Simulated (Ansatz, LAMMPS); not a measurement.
# Relaxing amorphous 52In2O3-48Li2O (mol %) (125 atoms), part 3 of 3

How does amorphous 52In2O3-48Li2O (mol %) (125 atoms) relax, and what do bonds, charges and levels look like afterwards?

Ansatz 0.2.0; Kohn-Sham DFT, PBE, PAW (set soft_2), plane waves.

The cell: 32 In, 30 Li and 63 O. The quench rate of 300 K/ps is orders of magnitude faster than experiment. The network of bonds at the start is that of the classical potential that made the cell. Only the Γ point is sampled, in a cell whose shortest periodic width is 11 Å.

So far. Step 4 (Cell and atoms relaxed): The relaxation changed the energy by -40.9 meV/atom, and atoms moved by 0.26 Å r.m.s., 1.2 Å at most.

## Step 6: Single point at the relaxed geometry

The electronic structure is read at the final geometry, in a run of its own.

Contents of input.yaml:

```yaml
crystal:
  lattice:
    - [11.20301, -0.12708, -0.08063]
    - [-0.12708, 11.7313, -0.10382]
    - [-0.08063, -0.10382, 11.42173]
  atoms:
    - { symbol: In, position: [0.241, 0.36223, 0.27578] }
    - { symbol: In, position: [0.12563, 0.89668, 0.80558] }
    - { symbol: In, position: [0.21953, 0.54508, 0.50164] }
    - { symbol: In, position: [0.8822, 0.93207, 0.01588] }
    - { symbol: In, position: [0.30465, 0.20374, 0.80948] }
    - { symbol: In, position: [0.15578, 0.73744, 0.00904] }
    - { symbol: In, position: [0.91627, 0.51651, 0.62337] }
    - { symbol: In, position: [0.61822, 0.92987, 0.56598] }
    - { symbol: In, position: [0.8629, 0.01659, 0.37908] }
    - { symbol: In, position: [0.11467, 0.03747, 0.15245] }
    - { symbol: In, position: [0.60579, 0.42804, 0.00195] }
    - { symbol: In, position: [0.92949, 0.26962, 0.16405] }
    - { symbol: In, position: [0.02812, 0.17181, 0.90323] }
    - { symbol: In, position: [0.03881, 0.7832, 0.48473] }
    - { symbol: In, position: [0.43831, 0.70695, 0.98196] }
    - { symbol: In, position: [0.65067, 0.21425, 0.28771] }
    - { symbol: In, position: [0.72887, 0.48702, 0.32042] }
    - { symbol: In, position: [0.8055, 0.25754, 0.57268] }
    - { symbol: In, position: [0.48129, 0.01006, 0.31883] }
    - { symbol: In, position: [0.70473, 0.79599, 0.32662] }
    - { symbol: In, position: [0.83127, 0.0373, 0.72589] }
    - { symbol: In, position: [0.05358, 0.56356, 0.22607] }
    - { symbol: In, position: [0.90463, 0.63994, 0.88499] }
    - { symbol: In, position: [0.57991, 0.15248, 0.80048] }
    - { symbol: In, position: [0.8339, 0.36765, 0.85174] }
    - { symbol: In, position: [0.34642, 0.87295, 0.60156] }
    - { symbol: In, position: [0.48436, 0.62688, 0.47807] }
    - { symbol: In, position: [0.32965, 0.45131, 0.99824] }
    - { symbol: In, position: [0.09925, 0.06663, 0.60604] }
    - { symbol: In, position: [0.40286, 0.57086, 0.7464] }
    - { symbol: In, position: [0.25913, 0.79461, 0.30185] }
    - { symbol: In, position: [0.6379, 0.84313, 0.83893] }
    [... 87 atom lines left out ...]
    - { symbol: O, position: [0.69513, 0.02532, 0.88845] }
    - { symbol: O, position: [0.79433, 0.8851, 0.1773] }
    - { symbol: O, position: [0.03898, 0.0055, 0.31565] }
    - { symbol: O, position: [0.89965, 0.4438, 0.23348] }
    - { symbol: O, position: [0.83927, 0.18473, 0.30091] }
    - { symbol: O, position: [0.67781, 0.98752, 0.39662] }
kpoints:
  mp_grid: { grid: [1, 1, 1] }
hamiltonian:
  xc: pbe
scf:
  occupations: { method: gaussian, width: 0.05 }
output:
  forces: true
  stress: true
  populations: true
  dos:
    method: { smearing: { sigma: 0.08 } }
    de: 0.1
    projected: { site_lists: { In: [In], Li: [Li], O: [O] } }
  eigenvalues: true
  write_density: true
  write_potential: true
  volumetric_format: npy
```

Command:

```bash
$ ansatz run input.yaml --threads 4 --pin off --max-ram 8192MiB --backend cpu --events-out ev --progress --plain --runs-dir out
```

Numbers of over 12 decimals in the logs are rounded to 6 here.

Output:

```text
[...]
Crystal: 125 atoms, lattice volume = 1500.727 Å³
Basis set: ecut = 420 eV, 29339 PW (Γ), exchange–correlation on 150×160×160 points (8 copies of the dense FFT grid, shifted against one another)
Bands: 567, of which v1, the nominal top of the filled ones, is band 442 counted from 1 (441 counted from 0)
Symmetry: 1 space group operations
[...]
k-points: 1
[...]
SCF iter   1: F=—  HF=-221063.158520 eV  |F-HF|=—  |Δ(HF+E_count)|=         —  Δρ=2.03e-3  dr2=8.94e-2  ethr=1.77e-3  ⟨swp⟩=5.0  Hψ=2212  notcnv=0  defer=105
[...]
SCF iter  10: F=-221063.147148 eV  HF=-221063.147148 eV  |F-HF|=5.44e-9  |Δ(HF+E_count)|=   7.89e-9  Δρ=1.52e-6  dr2=3.34e-8  ethr=1.13e-11  ⟨swp⟩=7.0  Hψ=2921  notcnv=0
SCF 1 converged in 10 iterations: F = -221063.147148 eV  dr2 = 3.34e-8
[...]
SCF converged after 10 iterations
Free energy (F): -221063.147148 eV
[...]
Internal energy: -221063.147148 eV  (E = F + TS)
E sigma→0 (E₀):  -221063.147148 eV
Fermi energy:    7.299426 eV
[...]
--- Forces (eV/Å), atoms counted from 1 ---
  atom   1  In     0.00054616    -0.00656605     0.00412525
  atom   2  In    -0.00191508    -0.00704174    -0.00776927
  atom   3  In     0.00654228     0.00677715     0.01103538
  atom   4  In    -0.01385045    -0.00481726    -0.00064610
  atom   5  In    -0.00906773     0.01103140    -0.00096131
  atom   6  In    -0.00529720     0.00251456    -0.00138286
  atom   7  In     0.00204232     0.01081159    -0.00155907
  atom   8  In     0.00752897    -0.00032621    -0.00235580
  atom   9  In    -0.00178120     0.00094301    -0.00289288
  atom  10  In    -0.00076354     0.00364102    -0.00060627
  atom  11  In     0.00492043    -0.01597304     0.00821254
  atom  12  In     0.00363081    -0.01058485    -0.00399048
  atom  13  In     0.00569589    -0.00253802     0.00150361
  atom  14  In    -0.00035252     0.00140021     0.00459890
[...]
atom 124  O      0.00176323     0.00345680    -0.00387106
  atom 125  O      0.00871432     0.00344072     0.00663375
  max |Σ_I F_I| component: 9.71e-5 eV/Å
--- Stress (GPa, compression-positive) ---
       -0.009534      -0.005433      -0.006478
       -0.005432       0.003442       0.001498
       -0.006479       0.001498      -0.005919
  P = ⅓ Tr σ = -0.0040 GPa (-0.040 kbar)
--- Band table (eV) ---
[...]
--- Löwdin populations: 125 sites ---
  site symbol       q [e]
     0     In     12.0006
     1     In     11.9189
     2     In     11.9367
[...]
124      O      6.7397
  spilling = 0.004638 (of n_electrons = 884.000000)
```

Run time: 51 s. Hardware: 4 threads of Arm Neoverse V1, shared host; peak memory 2.5 GiB; 3.3 min of CPU time.

Numbers from this run:

* free energy: -221063.1471 eV
* free energy per atom: -1768.5052 eV/atom
* SCF cycles: 10
* pressure: -0.004004 GPa
* r.m.s. force component: 0.00525 eV/Å
* longest force: 0.03133 eV/Å
* Fermi energy: 7.299 eV
* gap (highest filled to lowest empty level): 1.163 eV
* spilling of the projection: 0.004638

Löwdin charges by element and coordination (they lack the spilled electrons, 0.033 e an atom on average):

| element | coordination | atoms | mean charge (e) | spread | least | most |
| --- | --- | --- | --- | --- | --- | --- |
| In | all | 32 | 1.06 | 0.0358 | 0.997 | 1.12 |
| In | 4 | 1 | 1.06 | 0 | 1.06 | 1.06 |
| In | 5 | 16 | 1.07 | 0.0293 | 0.999 | 1.11 |
| In | 6 | 15 | 1.05 | 0.0411 | 0.997 | 1.12 |
| Li | all | 30 | 0.794 | 0.01 | 0.774 | 0.808 |
| Li | 2 | 1 | 0.791 | 0 | 0.791 | 0.791 |
| Li | 3 | 11 | 0.799 | 0.0076 | 0.784 | 0.808 |
| Li | 4 | 17 | 0.790 | 0.0098 | 0.774 | 0.804 |
| Li | 5 | 1 | 0.803 | 0 | 0.803 | 0.803 |
| O | all | 63 | -0.852 | 0.0719 | -1.06 | -0.724 |
| O | 3 | 2 | -0.764 | 0.0091 | -0.773 | -0.755 |
| O | 4 | 32 | -0.811 | 0.0508 | -0.919 | -0.724 |
| O | 5 | 26 | -0.901 | 0.0624 | -1.06 | -0.780 |
| O | 6 | 3 | -0.904 | 0.0281 | -0.944 | -0.883 |

States in the cell by windows of 1 eV, zero at the Fermi level; the larger projections on atomic orbitals stand beside the total:

| from (eV) | to (eV) | total | O p | In p | In s | In d |
| --- | --- | --- | --- | --- | --- | --- |
| -14 | -13 | 189.1 | 3.1 | 0.5 | 0.2 | 183.8 |
| -13 | -12 | 129.2 | 1.6 | 0.9 | 0.2 | 118.9 |
| -12 | -11 | 1.7 | 0.0 | 0.0 | 0.0 | 1.4 |
| -11 | -7 | 0.0 | 0.0 | 0.0 | 0.0 | 0.0 |
| -7 | -6 | 4.9 | 3.0 | 0.2 | 1.6 | 0.1 |
| -6 | -5 | 39.0 | 23.7 | 1.9 | 11.2 | 0.5 |
| -5 | -4 | 33.3 | 22.4 | 4.0 | 4.6 | 0.4 |
| -4 | -3 | 64.9 | 50.7 | 9.4 | 1.1 | 0.8 |
| -3 | -2 | 86.5 | 74.9 | 6.1 | 0.6 | 1.0 |
| -2 | -1 | 124.4 | 117.0 | 2.2 | 0.3 | 1.8 |
| -1 | 0 | 25.0 | 24.0 | 0.2 | 0.0 | 0.4 |
| 0 | 1 | 2.0 | 0.3 | 0.0 | 0.6 | 0.0 |
| 1 | 2 | 0.0 | 0.0 | 0.0 | 0.0 | 0.0 |
| 2 | 3 | 11.6 | 4.0 | 1.5 | 3.4 | 0.0 |
| 3 | 4 | 19.5 | 6.4 | 3.0 | 7.0 | 0.0 |
| 4 | 5 | 26.0 | 7.6 | 4.2 | 10.7 | 0.0 |

The curve was stored every 0.10 eV, coarse against its broadening of 0.08 eV, so these counts are rough.

Between -26 and -14 eV lie 126 more states.

About 60 of the 884 electrons lie in deeper levels, below the stored range.

The levels nearest the highest filled one (over half full), pooled over k-points and spins:

| level less the highest filled one (eV) | occupation |
| --- | --- |
| -0.247 | 2 |
| -0.242 | 2 |
| -0.188 | 2 |
| -0.139 | 2 |
| -0.125 | 2 |
| 0 | 2 |
| 1.16 | 0 |
| 3.04 | 0 |
| 3.12 | 0 |
| 3.20 | 0 |
| 3.39 | 0 |
| 3.49 | 0 |

Electrostatic potential energy in the ac plane at fractional y = 0.368, with atoms of In and Li and O within 0.2 Å of it. With pseudopotentials it is smooth inside the atoms' cores, unlike the true potential.

Values in eV, 13 rows by 16 columns, each cell a mean:
```
  8  10   9  -8   1   2   7  10   5  -8  -3   8   5   0   4  -4
 11  10   8  -8   6  11  12   8  10  10  10   7 -17 -30 -16   8
 11  -1 -10   8  12  12  12  11   7   5  10   9  -9 -22  -8   9
 11   1  -5   8  12  11  10   9 -10 -14   8  -8  -9   8   9  12
 12  10   9  11  10  -4  -7   8   7   6  10  -3  -4   9  11  10
 -3   8   6  10  10  -4  -7   8  11  11  10  10   8   7   2 -25
  7  10   8  11   3 -11   7   3   0  10   6   1  10  10   8  -5
  9  12  11  10  -5 -21   5  -7 -16   8  -1  -9  11  11   6  -2
 10  11   5 -15 -16   4  10   8   7  10  10   8   9  11   9   6
 11  10  -3 -29 -29  -2   9   6   6  10   6   9  10  11   9   9
  9  11   8  -2  -1   4   5   5   4  -2 -29  -2  12  10   5   5
 10  11  11  10  10   3   2  10   9   5  -3   9  12  10   8   8
  8  11  11  10   5   0   6   9   3 -15  -8   8  11  11   9  -6
```
Columns run along a (11.2 Å; values clipped at the 3rd and 97th percentile), rows up along c (11.4 Å). Atoms in or near the plane, at fractional coordinates: In at (0.24, 0.28), In at (0.83, 0.85), Li at (0.50, 0.43), Li at (0.56, 0.73), Li at (0.13, 0.77), Li at (0.37, 0.61), O at (0.97, 0.55), O at (0.32, 0.44), O at (0.65, 0.18).

Valence density in the ac plane at fractional y = 0.368, with atoms of In and Li and O within 0.2 Å of it. It is the smooth field of the valence electrons, not physical close to the nuclei.

Values in units of 1e0 e/Å³, 13 rows by 16 columns, each cell a mean:
```
0.5 0.1 0.4 1.8 0.8 0.3 0.2 0.2 0.2 0.8 0.6 0.2 0.2 0.4 0.6 1.5
0.1 0.1 0.5 1.9 0.7 0.1 0.2 0.7 0.4 0.1 0.2 0.2 2.0 7.2 1.8 0.2
0.1 0.6 2.0 0.2 0.1 0.0 0.1 0.3 0.3 0.2 0.1 0.2 1.2 3.7 1.0 0.1
0.0 0.4 1.2 0.1 0.1 0.0 0.0 0.1 1.8 2.6 0.2 2.0 2.0 0.3 0.1 0.0
0.2 0.0 0.0 0.1 0.1 1.0 1.4 0.1 0.1 0.1 0.2 1.5 1.5 0.2 0.2 0.3
1.5 0.1 0.0 0.0 0.1 1.1 1.5 0.1 0.0 0.0 0.1 0.1 0.2 0.2 0.9 4.4
0.6 0.1 0.0 0.1 1.1 2.4 0.5 0.3 0.5 0.1 0.7 1.1 0.2 0.1 0.4 1.7
0.1 0.1 0.1 0.2 1.7 3.9 0.7 1.5 3.0 0.2 1.2 2.0 0.3 0.0 0.1 0.3
0.1 0.1 0.3 1.9 2.0 0.4 0.1 0.0 0.1 0.1 0.2 0.2 0.1 0.1 0.1 0.1
0.1 0.1 0.5 5.6 5.6 0.5 0.1 0.1 0.1 0.2 0.6 0.3 0.1 0.2 0.4 0.2
0.1 0.0 0.1 0.5 0.6 0.7 0.8 0.2 0.2 1.3 5.2 1.4 0.1 0.2 0.4 0.3
0.1 0.0 0.0 0.1 0.2 0.9 1.0 0.2 0.1 0.5 1.2 0.4 0.0 0.1 0.1 0.2
0.5 0.1 0.1 0.1 0.2 0.4 0.2 0.1 0.2 1.1 0.7 0.1 0.0 0.1 0.5 1.7
```
Columns run along a (11.2 Å), rows up along c (11.4 Å). Atoms in or near the plane, at fractional coordinates: In at (0.24, 0.28), In at (0.83, 0.85), Li at (0.50, 0.43), Li at (0.56, 0.73), Li at (0.13, 0.77), Li at (0.37, 0.61), O at (0.97, 0.55), O at (0.32, 0.44), O at (0.65, 0.18).

Mean Löwdin charges: In +1.06, Li +0.79, O -0.85 e (they miss 0.46 % of the electrons, so they add up to more than the cell's charge).

A closer look about O97, which has 6 bonded neighbours where the commonest count for O is 4: 9 atoms, nearest first, numbered in the order of the input, with positions taken from that point.

| atom | x | y | z | distance (Å) | bonds | Löwdin charge (e) |
| --- | --- | --- | --- | --- | --- | --- |
| O97 | 0.00 | 0.00 | 0.00 | 0.00 | 6 | -0.94 |
| Li52 | 1.43 | -0.97 | 0.96 | 1.98 | 4 | 0.77 |
| Li34 | -1.40 | -1.09 | 0.91 | 2.00 | 3 | 0.79 |
| Li47 | -0.43 | -1.80 | -0.97 | 2.09 | 4 | 0.79 |
| In5 | -1.39 | 1.17 | -1.19 | 2.17 | 4 | 1.06 |
| In24 | 1.70 | 0.53 | -1.31 | 2.21 | 5 | 1.02 |
| Li60 | 0.33 | 1.00 | 2.03 | 2.28 | 3 | 0.79 |
| O119 | -2.80 | 0.06 | 0.98 | 2.96 | 4 | -0.90 |
| O80 | 0.19 | 1.57 | -2.57 | 3.02 | 5 | -0.90 |

The column of bonds counts only the pairs O-In within 2.62 Å, O-Li within 2.38 Å; other neighbours, such as metal atoms beside each other in a compound, aren't counted, and periodic images can show an atom twice.

## Step 7: Changed: hamiltonian.dispersion = "d4"

Changed here: hamiltonian.dispersion = "d4".

This step: Kohn-Sham DFT, PBE+D4, PAW (set soft_2), plane waves (Ansatz 0.2.0).

Contents of input.yaml:

```yaml
crystal:
  lattice:
    - [11.34759, 0.0, 0.0]
    - [0.0, 11.34759, 0.0]
    - [0.0, 0.0, 11.34759]
  atoms:
    [... the 125 atom lines of step 3 ...]
kpoints:
  mp_grid: { grid: [1, 1, 1] }
hamiltonian:
  xc: pbe
  dispersion: d4
scf:
  occupations: { method: gaussian, width: 0.05 }
output:
  forces: true
  stress: true
  populations: true
  dos:
    method: { smearing: { sigma: 0.15 } }
    de: 0.1
    projected: { site_lists: { In: [In], Li: [Li], O: [O] } }
  eigenvalues: true
```

Output:

```text
[...]
Crystal: 125 atoms, lattice volume = 1461.204 Å³
Basis set: ecut = 420 eV, 28425 PW (Γ), exchange–correlation on 160×160×160 points (8 copies of the dense FFT grid, shifted against one another)
Bands: 567, of which v1, the nominal top of the filled ones, is band 442 counted from 1 (441 counted from 0)
Symmetry: 1 space group operations
[...]
k-points: 1
[...]
SCF iter   1: F=—  HF=-221081.073376 eV  |F-HF|=—  |Δ(HF+E_count)|=         —  Δρ=2.09e-3  dr2=8.21e-2  ethr=1.77e-3  ⟨swp⟩=6.0  Hψ=2427  notcnv=0  defer=44
[...]
SCF iter   9: F=—  HF=-221081.059056 eV  |F-HF|=—  |Δ(HF+E_count)|=   3.33e-7  Δρ=3.09e-6  dr2=1.26e-7  ethr=1.13e-11  ⟨swp⟩=12.0  Hψ=2777  notcnv=0
SCF iter  10: F=-221081.059056 eV  HF=-221081.059056 eV  |F-HF|=1.14e-9  |Δ(HF+E_count)|=   6.55e-9  Δρ=1.18e-6  dr2=2.05e-8  ethr=1.13e-11  ⟨swp⟩=3.0  Hψ=1413  notcnv=0
SCF 1 converged in 10 iterations: F = -221081.059056 eV  dr2 = 2.05e-8
[...]
SCF converged after 10 iterations
Free energy (F): -221081.059056 eV
[...]
Internal energy: -221081.059056 eV  (E = F + TS)
E sigma→0 (E₀):  -221081.059056 eV
Fermi energy:    7.794857 eV
[...]
Σ components = -221081.059056   (vs F -221081.059056, Δ=0.00e0)
--- Forces (eV/Å), atoms counted from 1 ---
  atom   1  In    -0.05220152     0.07810210    -0.12445263
  atom   2  In     0.30261904     0.16491895     0.37952706
  atom   3  In     0.04917004     0.84871063    -0.23168231
  atom   4  In    -0.05417099    -0.33539437     0.11654639
[...]
atom 125  O     -0.00820392    -0.03658300     0.05074953
  max |Σ_I F_I| component: 4.61e-5 eV/Å
--- Stress (GPa, compression-positive) ---
       -0.582389      -0.665088      -0.070465
       -0.665089       2.700394      -0.738063
       -0.070465      -0.738064       0.221056
  P = ⅓ Tr σ = 0.7797 GPa (7.797 kbar)
--- Band table (eV) ---
[...]
--- Löwdin populations: 125 sites ---
  site symbol       q [e]
     0     In     11.9782
     1     In     11.8752
     2     In     11.9191
[...]
124      O      6.7490
  spilling = 0.004836 (of n_electrons = 884.000000)
```

It took 45 s on 4 threads; peak memory 2.5 GiB; 2.9 min of CPU time.

Geometry and reference: those of the single point at the start.

Forces differ from those of the single point at the start by 6.9 meV/Å r.m.s., 1.5 % of their size; the pressure by -2.6 GPa. It took 1.0 times the reference's time (shared host, so rough).

## Step 8: Results

* energy change in the relaxation: -40.88 meV/atom
* r.m.s. displacement: 0.257 Å
* largest displacement: 1.221 Å
* free energy per atom: -1768.5052 eV/atom
* pressure: -0.004004 GPa
* r.m.s. force component: 0.00525 eV/Å
* gap (highest filled to lowest empty level): 1.163 eV
* wall time of the 4 DFT runs: 17 min

What this shows: Relaxation lowers the energy by 40.9 meV/atom and moves atoms by 0.26 Å r.m.s.; the r.m.s. force component goes from 0.45 to 0.0053 eV/Å, the pressure goes from 3.4 to -0.0040 GPa. Displacements are taken in the final cell, so they leave out its strain. By the final cutoffs 18 of 290 bonded pairs parted and 10 joined. The cell grew by 2.7 % in volume. From the first step to the last the energy fell by 5.110 eV, across changes of basis, and the largest move was 1.22 Å (Li42). The O-Li bonds change most in mean length: from 2.086 Å (spread 0.089) to 2.005 Å (spread 0.107), and their number from 114 to 108. Counting bonds as in the table, 50 % of In atoms have 5, 57 % of Li atoms have 4 and 51 % of O atoms have 4 bonded neighbours. The highest filled and lowest empty levels differ by 1.16 eV (at Γ alone); a semilocal functional tends to put such gaps too low. In a disordered cell it changes from sample to sample, and tail or defect levels can set it.

**Limits.** The network of bonds at the start is that of the classical potential that made the cell; in DFT 18 of its 290 bonded pairs passed out of the cutoffs and 10 came within them.

[Logs are printed without paths, hosts, clocks, repeated set-up lines and the standing remarks that a program may print on its own settings, such as how far it seeks lower states.]

[Hosts, paths, dates, database ids (printed as entryN), source tags and the programs' standing remarks are cut or masked in the printed files.]
